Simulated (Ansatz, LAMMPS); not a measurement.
# Structural relaxation of aqueous Li+ and OH-, 4.1 mol of salt per kg of water, from a frame at 300 K (87 atoms)

Wanted: the relaxed structure of aqueous Li+ and OH-, 4.1 mol of salt per kg of water, from a frame at 300 K (87 atoms) and its electronic structure.

Calculated with Ansatz 0.2.0; Kohn-Sham DFT, PBEsol, PAW (set soft_2), plane waves.

This is a report of a sequence of runs, with most program output left out.

## (1) The structure

The cell holds 87 atoms: 29 O, 56 H and 2 Li. Cell: a = 9.283 Å, b = 9.283 Å, c = 9.283 Å, α = 90.0°, β = 90.0°, γ = 90.0°. 27 H2O, 2 Li+, 2 OH- placed at random, at 1.11 g/cm³; overlaps pushed apart, then 10 ps at 420 K with Joung-Cheatham ions (J. Phys. Chem. B 112, 9020 (2008)); MMFF94 bonds, angles, torsions, charges and radii (Halgren, J. Comput. Chem. 17, 490 (1996)) in harmonic and 12-6 forms; SPC/E water (Berendsen, Grigera and Straatsma, J. Phys. Chem. 91, 6269 (1987)); charges of ions scaled by 0.85. Snapshot after 20 ps at 300 K and fixed volume.

Before any run, some limits are plain. The network of contacts between molecules at the start is that of the classical potential that made the cell. The functional has no dispersion term, which matters for the binding between molecules or layers. The density was typed from a rule of thumb and may lie off the real one at this temperature. The Brillouin zone is sampled at Γ only, in a cell whose shortest periodic width is 9 Å.

## (2) Making the structure

A classical potential supplies the starting structure, since it reaches far longer times than DFT.

This step: classical MD, Joung-Cheatham ions (J. Phys. Chem. B 112, 9020 (2008)); MMFF94 bonds, angles, torsions, charges and radii (Halgren, J. Comput. Chem. 17, 490 (1996)) in harmonic and 12-6 forms; SPC/E water (Berendsen, Grigera and Straatsma, J. Phys. Chem. 91, 6269 (1987)); charges of ions scaled by 0.85 (LAMMPS 22 Jul 2025 - Update 4).

in.lmp reads:

```
# aqueous Li+ and OH-, 4.1 mol of salt per kg of water
units real
atom_style full
boundary p p p
bond_style harmonic
angle_style harmonic
dihedral_style opls
improper_style harmonic
special_bonds lj 0 0 0.5 coul 0 0 0.75
read_data data.lmp
neigh_modify delay 0 every 1 check yes one 4000
comm_modify cutoff 12.0
timestep 0.5
thermo_style custom step time temp pe press density
thermo_modify norm yes
# push overlapping molecules apart
pair_style soft 2.6
pair_coeff * * 0.0
variable a equal ramp(1,60)
fix ad all adapt 1 pair soft a * * v_a
velocity all create 420 257261 mom yes dist gaussian
fix lim all nve/limit 0.03
fix lan all langevin 420 420 50 257262 zero yes
thermo 1000
run 3000 post no
unfix ad
pair_style lj/cut/coul/long 8.4
pair_modify mix arithmetic tail yes
pair_coeff 1 1 0.1553 3.1660   # O
pair_coeff 2 2 0.0000 1.0000   # H
pair_coeff 3 3 0.0763 3.6820   # O
pair_coeff 4 4 0.0100 1.2000   # H
pair_coeff 5 5 0.3367 1.4094   # Li
kspace_style pppm 1.0e-4
# [... 18 lines left out ...]
compute msd all msd com yes
thermo 5000
fix md all nvt temp 300 300 100
run 20000 post no
print "== T300: mean square displacement over the hold $(c_msd[4]:%.2f) A^2"
unfix md
uncompute msd
write_dump all custom T300.dump id type xs ys zs modify sort id
```

Started as:

```
$ lmp -in in.lmp -log none -nocite
```

Elapsed: 12 s, on 1 thread of Arm Neoverse V2, shared host; peak memory 0.12 GiB.

The input also reads data.lmp (atoms, bonds and types; not printed here).

## (3) Single point at the start

A single point comes first, to see the forces before anything moves.

input.yaml reads:

```yaml
crystal:
  lattice:
    - [9.28326, 0.0, 0.0]
    - [0.0, 9.28326, 0.0]
    - [0.0, 0.0, 9.28326]
  atoms:
    - { symbol: O, position: [0.83765, 0.08437, 0.73853] }
    - { symbol: H, position: [0.75413, 0.02744, 0.70128] }
    - { symbol: H, position: [0.89422, 0.12356, 0.65566] }
    - { symbol: O, position: [0.76584, 0.45666, 0.57292] }
    - { symbol: H, position: [0.66058, 0.4338, 0.57455] }
    - { symbol: H, position: [0.80606, 0.43367, 0.47567] }
    - { symbol: O, position: [0.79447, 0.6801, 0.24829] }
    - { symbol: H, position: [0.84055, 0.66756, 0.15173] }
[... 75 atom lines left out ...]
    - { symbol: O, position: [0.99925, 0.15371, 0.48745] }
    - { symbol: H, position: [0.0701, 0.14622, 0.56752] }
    - { symbol: Li, position: [0.38167, 0.56593, 0.45126] }
    - { symbol: Li, position: [0.23772, 0.11055, 0.90606] }
kpoints:
  mp_grid: { grid: [1, 1, 1] }
hamiltonian:
  xc: pbesol
scf:
  occupations: { method: gaussian, width: 0.025 }
output:
  forces: true
  stress: true
  populations: true
  dos:
    method: { smearing: { sigma: 0.1 } }
    de: 0.1
    projected: { site_lists: { H: [H], Li: [Li], O: [O] } }
  eigenvalues: true
```

Started as:

```
$ ansatz run input.yaml --threads 4 --pin off --max-ram 8192MiB --backend cpu --events-out ev --progress --plain --runs-dir out
```

Run time: 4.8 s. Hardware: 4 threads of Arm Neoverse V2, shared host; peak memory 0.81 GiB.

Numbers from this run:

* free energy: -17562.8120 eV
* free energy per atom: -201.8714 eV/atom
* SCF cycles: 10
* pressure: -2.655 GPa
* r.m.s. force component: 0.443 eV/Å
* longest force: 1.304 eV/Å
* Fermi energy: 0.2026 eV
* gap (highest filled to lowest empty level): 4.111 eV
* spilling of the projection: 0.01049

The r.m.s. force component of 0.44 eV/Å and the pressure of -2.7 GPa set the starting point.

Neighbours are counted within 1.21 Å (H-O), 2.48 Å (O-Li).

Length of the force by element and coordination:

| element | coordination | atoms | mean length of the force (eV/Å) | spread | least | most |
| --- | --- | --- | --- | --- | --- | --- |
| H | all | 56 | 0.748 | 0.291 | 0.128 | 1.29 |
| Li | all | 2 | 0.187 | 0.125 | 0.0613 | 0.312 |
| O | all | 29 | 0.654 | 0.302 | 0.104 | 1.30 |
| O | 1 | 2 | 1.20 | 0.102 | 1.1 | 1.30 |
| O | 2 | 19 | 0.619 | 0.263 | 0.128 | 1.17 |
| O | 3 | 8 | 0.601 | 0.288 | 0.104 | 1.06 |

## (4) Relaxation

The atoms are relaxed in the fixed cell, aiming at the force tolerance of the input.

input.yaml, the sections that differ from step 3:

```yaml
output:
  forces: true
relax:
  f_tol: 0.05
  max_steps: 200
# crystal, kpoints, hamiltonian, scf: as in step 3
```

It took 1.9 min on 4 threads; peak memory 0.8 GiB.

Step by step (22 of 49):

| step | energy less that of the first step (eV) | largest force component (eV/Å) |
| --- | --- | --- |
| 1 | 0.0000 | 1.2468 |
| 3 | -3.1531 | 1.0638 |
| 6 | -4.5128 | 0.4553 |
| 8 | -4.7369 | 0.4862 |
| 10 | -4.9281 | 0.1926 |
| 12 | -5.0964 | 0.2757 |
| 15 | -5.3142 | 0.3334 |
| 17 | -5.4198 | 0.1819 |
| 19 | -5.4560 | 0.1789 |
| 22 | -5.5505 | 0.2080 |
| 24 | -5.5831 | 0.1363 |
| 26 | -5.5905 | 0.1054 |
| 28 | -5.6052 | 0.3535 |
| 31 | -5.6643 | 0.2839 |
| 33 | -5.7019 | 0.1621 |
| 35 | -5.7311 | 0.1806 |
| 38 | -5.8123 | 0.7988 |
| 40 | -5.8504 | 0.0613 |
| 42 | -5.8573 | 0.0950 |
| 44 | -5.8626 | 0.3456 |
| 47 | -5.8702 | 0.0950 |
| 49 | -5.8712 | 0.0391 |

Relaxation step 44 was tried and not accepted.

The atoms that moved most (Å):

| atom | dx | dy | dz | length |
| --- | --- | --- | --- | --- |
| H9 | 1.380 | 1.488 | -0.499 | 2.090 |
| H69 | -1.160 | 1.410 | 0.263 | 1.845 |
| H20 | -1.681 | 0.267 | -0.657 | 1.825 |
| H83 | 0.195 | -1.665 | -0.030 | 1.677 |
| H50 | -0.563 | 0.123 | 1.517 | 1.623 |
| O19 | -1.420 | 0.307 | -0.593 | 1.569 |
| H63 | -1.028 | 0.954 | -0.080 | 1.405 |
| H42 | -1.180 | -0.675 | -0.346 | 1.402 |

The relaxation changed the energy by -67.5 meV/atom, and atoms moved by 0.95 Å r.m.s., 2.1 Å at most.

## (5) Local order after relaxation

Bonds before and after, by the cutoffs listed below:

| pair | bonds before | bonds after | mean before (Å) | mean after (Å) | spread before (Å) | spread after (Å) |
| --- | --- | --- | --- | --- | --- | --- |
| H-O | 56 | 56 | 0.999 | 1.005 | 0.007 | 0.016 |
| O-Li | 8 | 8 | 2.002 | 2.010 | 0.057 | 0.060 |

Density 1.11 g/cm³, 9.196 Å³ an atom.

Pair distribution functions g(r), in bins of 0.2 Å:

| r (Å) | total | H-H | H-O | H-Li | O-O | O-Li | Li-Li |
| --- | --- | --- | --- | --- | --- | --- | --- |
| 0.90 | 1.86 | 0.00 | 4.33 | 0.00 | 0.00 | 0.00 | 0.00 |
| 1.10 | 2.79 | 0.00 | 6.50 | 0.00 | 0.00 | 0.00 | 0.00 |
| 1.30 | 0.00 | 0.00 | 0.00 | 0.00 | 0.00 | 0.00 | 0.00 |
| 1.50 | 0.80 | 1.33 | 0.57 | 0.00 | 0.00 | 0.00 | 0.00 |
| 1.70 | 1.28 | 0.82 | 2.19 | 0.00 | 0.00 | 0.00 | 0.00 |
| 1.90 | 0.59 | 0.60 | 0.63 | 0.00 | 0.00 | 4.37 | 0.00 |
| 2.10 | 0.78 | 1.60 | 0.05 | 0.00 | 0.00 | 6.56 | 0.00 |
| 2.30 | 0.75 | 1.66 | 0.15 | 0.00 | 0.00 | 0.00 | 0.00 |
| 2.50 | 0.51 | 0.81 | 0.03 | 2.68 | 0.69 | 0.00 | 0.00 |
| 2.70 | 0.81 | 0.39 | 0.24 | 3.97 | 3.87 | 0.00 | 0.00 |
| 2.90 | 0.65 | 0.43 | 0.93 | 0.00 | 0.66 | 0.00 | 0.00 |
| 3.10 | 1.21 | 0.91 | 1.74 | 0.92 | 0.48 | 0.00 | 0.00 |
| 3.30 | 1.21 | 0.88 | 1.62 | 0.80 | 1.12 | 0.00 | 0.00 |
| 3.50 | 1.14 | 1.06 | 1.38 | 0.23 | 0.80 | 0.45 | 0.00 |
| 3.70 | 1.02 | 1.32 | 0.87 | 0.82 | 0.55 | 0.79 | 0.00 |
| 3.90 | 1.03 | 1.20 | 0.86 | 0.57 | 0.99 | 2.53 | 0.00 |
| 4.10 | 1.04 | 1.04 | 0.96 | 1.21 | 1.27 | 1.67 | 0.00 |
| 4.30 | 1.10 | 1.02 | 1.11 | 1.23 | 1.36 | 0.90 | 0.00 |
| 4.50 | 1.00 | 1.06 | 0.87 | 1.27 | 1.19 | 1.08 | 0.00 |

Bonds by pair of elements; cutoffs follow the first minimum of g(r), held within bounds set by covalent radii, and pairs that aren't listed don't count as bonded:

| pair A-B | cutoff (Å) | bonds | mean length (Å) | spread (Å) | shortest (Å) | B about A | A about B |
| --- | --- | --- | --- | --- | --- | --- | --- |
| H-O | 1.21 | 56 | 1.00 | 0.016 | 0.975 | 1 | 1.93 |
| O-Li | 2.52 | 8 | 2.01 | 0.06 | 1.92 | 0.276 | 4 |

How many atoms have how many bonded neighbours:

| element | mean | 1 | 2 | 3 | 4 |
| --- | --- | --- | --- | --- | --- |
| H | 1 | 56 | 0 | 0 | 0 |
| Li | 4 | 0 | 0 | 0 | 2 |
| O | 2.21 | 2 | 19 | 8 | 0 |

Bond angles (no mean is given where the spread exceeds 20°):

| angle | count | mean (°) | spread (°) |
| --- | --- | --- | --- |
| H-O-H | 27 | 106 | 3.8 |
| H-O-Li | 16 | 119 | 11.6 |
| O-Li-O | 12 | 109 | 8.2 |

Hydrogen bonds between water molecules (O–O under 3.5 Å, H–O···O angle under 30°):

| hydrogen bonds to other water | molecules |
| --- | --- |
| 0 | 0 |
| 1 | 1 |
| 2 | 3 |
| 3 | 9 |
| 4 | 14 |

First shells of the ions:

| ion | count | shell | mean number |
| --- | --- | --- | --- |
| Li | 2 | water O within 2.7 A | 4 |

Bond length by coordination (bonds to H left out):

| element | coordination | atoms | mean bond length (Å) |
| --- | --- | --- | --- |
| O | 3 | 8 | 2.01 |

First main peaks of g(r), for some of the pairs, lie near 1.0 Å (H-O), 2.6 Å (H-Li), 2.7 Å (O-O) and 2.0 Å (O-Li). Counting bonds as in the table, all H atoms have 1, all Li atoms have 4 and 66 % of O atoms have 2 bonded neighbours. The H-O-H angle averages 106° with a spread of 4°. The 27 water molecules hold 3.33 hydrogen bonds each to other water on average, with a mean O–O distance of 2.74 Å. Ion shells in this frame: Li 4.0 (water O within 2.7 Å).

## (6) Single point at the relaxed geometry

One more single point at the end of the walk gives the fuller output and checks the residual forces.

input.yaml reads:

```yaml
crystal:
  lattice:
    - [9.28326, 0.0, 0.0]
    - [0.0, 9.28326, 0.0]
    - [0.0, 0.0, 9.28326]
  atoms:
    - { symbol: O, position: [0.80353, 0.09092, 0.72272] }
    - { symbol: H, position: [0.73505, 0.00357, 0.6981] }
    - { symbol: H, position: [0.86055, 0.10687, 0.63393] }
    - { symbol: O, position: [0.83578, 0.47747, 0.56585] }
    - { symbol: H, position: [0.73319, 0.44976, 0.58472] }
    - { symbol: H, position: [0.85337, 0.43706, 0.4669] }
    - { symbol: O, position: [0.8731, 0.73979, 0.23281] }
    - { symbol: H, position: [0.88675, 0.68817, 0.13953] }
[... 75 atom lines left out ...]
    - { symbol: O, position: [0.02163, 0.12369, 0.50454] }
    - { symbol: H, position: [0.04625, 0.17949, 0.59001] }
    - { symbol: Li, position: [0.4637, 0.56267, 0.43769] }
    - { symbol: Li, position: [0.17897, 0.09412, 0.95085] }
kpoints:
  mp_grid: { grid: [1, 1, 1] }
hamiltonian:
  xc: pbesol
scf:
  occupations: { method: gaussian, width: 0.025 }
output:
  forces: true
  stress: true
  populations: true
  dos:
    method: { smearing: { sigma: 0.1 } }
    de: 0.1
    projected: { site_lists: { H: [H], Li: [Li], O: [O] } }
  eigenvalues: true
  write_density: true
  write_potential: true
  volumetric_format: npy
  elf: true
```

The job ended after 4.8 s (4 threads; peak memory 0.81 GiB; 18 s of CPU time).

The program notes that the exchange-correlation potential is rough where the density is thin.

The run gave:

```
free energy                                      : -17568.6832 eV
free energy per atom                             : -201.9389 eV/atom
SCF cycles                                       : 9
pressure                                         : -0.7853 GPa
r.m.s. force component                           : 0.00557 eV/Å
longest force                                    : 0.04353 eV/Å
Fermi energy                                     : 0.4384 eV
gap (highest filled to lowest empty level) : 4.63 eV
spilling of the projection                       : 0.009903
```

Löwdin charges by element and coordination (they lack the spilled electrons, 0.027 e an atom on average):

| element | coordination | atoms | mean charge (e) | spread | least | most |
| --- | --- | --- | --- | --- | --- | --- |
| H | all | 56 | 0.377 | 0.0106 | 0.353 | 0.403 |
| Li | all | 2 | 0.778 | 0.0013 | 0.776 | 0.779 |
| O | all | 29 | -0.702 | 0.035 | -0.777 | -0.655 |
| O | 1 | 2 | -0.760 | 6.0e-4 | -0.760 | -0.759 |
| O | 2 | 19 | -0.679 | 0.0139 | -0.712 | -0.655 |
| O | 3 | 8 | -0.741 | 0.0198 | -0.777 | -0.718 |

States in the cell by windows of 1 eV, zero at the Fermi level; the larger projections on atomic orbitals stand beside the total:

| from (eV) | to (eV) | total | O p | H s | O s |
| --- | --- | --- | --- | --- | --- |
| -14 | -10 | 0.0 | 0.0 | 0.0 | 0.0 |
| -10 | -9 | 18.3 | 12.7 | 5.4 | 0.0 |
| -9 | -8 | 35.6 | 24.9 | 10.1 | 0.1 |
| -8 | -7 | 1.9 | 1.4 | 0.3 | 0.2 |
| -7 | -6 | 20.2 | 15.4 | 2.4 | 2.1 |
| -6 | -5 | 22.6 | 18.5 | 1.6 | 2.1 |
| -5 | -4 | 13.9 | 12.2 | 0.5 | 1.0 |
| -4 | -3 | 47.8 | 46.9 | 0.3 | 0.1 |
| -3 | -2 | 13.8 | 13.5 | 0.1 | 0.0 |
| -2 | 2 | 0.0 | 0.0 | 0.0 | 0.0 |
| 2 | 3 | 2.0 | 0.0 | 1.0 | 0.5 |
| 3 | 4 | 0.0 | 0.0 | 0.0 | 0.0 |
| 4 | 5 | 11.7 | 1.0 | 5.7 | 1.7 |

Between -26 and -14 eV lie 58 more states.

The levels nearest the highest filled one (over half full), pooled over k-points and spins:

| level less the highest filled one (eV) | occupation |
| --- | --- |
| -0.568 | 2 |
| -0.378 | 2 |
| -0.375 | 2 |
| -0.29 | 2 |
| -0.0674 | 2 |
| 0 | 2 |
| 4.63 | 0 |
| 6.50 | 0 |
| 6.73 | 0 |
| 6.86 | 0 |
| 6.94 | 0 |
| 6.98 | 0 |

(Part 1 of 2 ends here.)

[Logs are printed without paths, hosts, clocks, repeated set-up lines and the standing remarks that a program may print on its own settings, such as how far it seeks lower states.]

[Hosts, paths, dates, database ids (printed as entryN), source tags and the programs' standing remarks are cut or masked in the printed files.]

[The MMFF94 radii named for the starting cell were scaled by 0.96; in molecules described by MMFF94, hydrogen bound to N, O or S took a small fixed 12-6 site in their place.]
